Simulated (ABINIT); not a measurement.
An input for ABINIT 10.8.3 (MoS2 (P6_3/mmc)):

```
acell 3*1.0 Angstrom
rprim 
  3.169000000004 -0.000000000001 0.000000000000
  -1.584500000001 2.744434504597 0.000000000000
  0.000000000000 0.000000000000 12.324000000000
ntypat 2
znucl 42 16
natom 6
typat 1 1 2 2 2 2
xred 
  0.333333333333 0.666666666667 0.250000000000
  0.666666666667 0.333333333333 0.750000000000
  0.333333333333 0.666666666667 0.623000000000
  0.666666666667 0.333333333333 0.123000000000
  0.333333333333 0.666666666667 0.877000000000
  0.666666666667 0.333333333333 0.377000000000
pp_dirpath "pseudos"
pseudos "Mo.upf, S.upf"
ecut 36
nspinor 2
ngkpt 3 3 1
nshiftk 1
shiftk 0 0 0
kptopt 1
chksymbreak 0
istwfk *1
occopt 1
irdwfk 1
optdriver 4
nband 244
gwcalctyp 0
ecutsigx 36
symsigma 0
nkptgw 2
kptgw 
  0.0000000000 0.0000000000 0.0000000000
  0.3333333333 0.3333333333 0.0000000000
bdgw 
  49 56
  49 56
ecuteps 4.4
irdscr 1
ppmodel 1
indata_prefix "in"
outdata_prefix "out"
tmpdata_prefix "tmp"
```

The database entry behind the starting cell differs from later determinations by our own check (about 0.3 % long), so it need not match the best structure at ambient conditions.

```sh
OMP_NUM_THREADS=1 mpirun -n 8 abinit run.abi > log
```

Q: Estimate wall time and host memory on 8 MPI ranks of AMD EPYC 9R45, shared host.

It took 34 s; on shared hardware allow 17 s to 68 s. Peak host memory was 2.7 GiB.

[Paths, hosts, dates, memory and timing lines, banners, echoed tables and standing remarks are left out of the program output.]

[Logs are printed without paths, hosts, clocks, repeated set-up lines and the standing remarks that a program may print on its own settings, such as how far it seeks lower states.]

[Runs of the session that timed out or met a known fault of the program may be left out.]

[Hosts, paths, dates, database ids (printed as entryN), source tags and the programs' standing remarks are cut or masked in the printed files.]

[G0W0 gaps are taken among the corrected bands and points alone; a level outside them can change the order at an edge.]

[Where Ansatz stands beside ABINIT at settings called matched, ABINIT's density can come from a denser mesh and the files from another edition; pairs whose starting gaps differed by over 0.03 eV were left out, so agreement reads better than it is.]
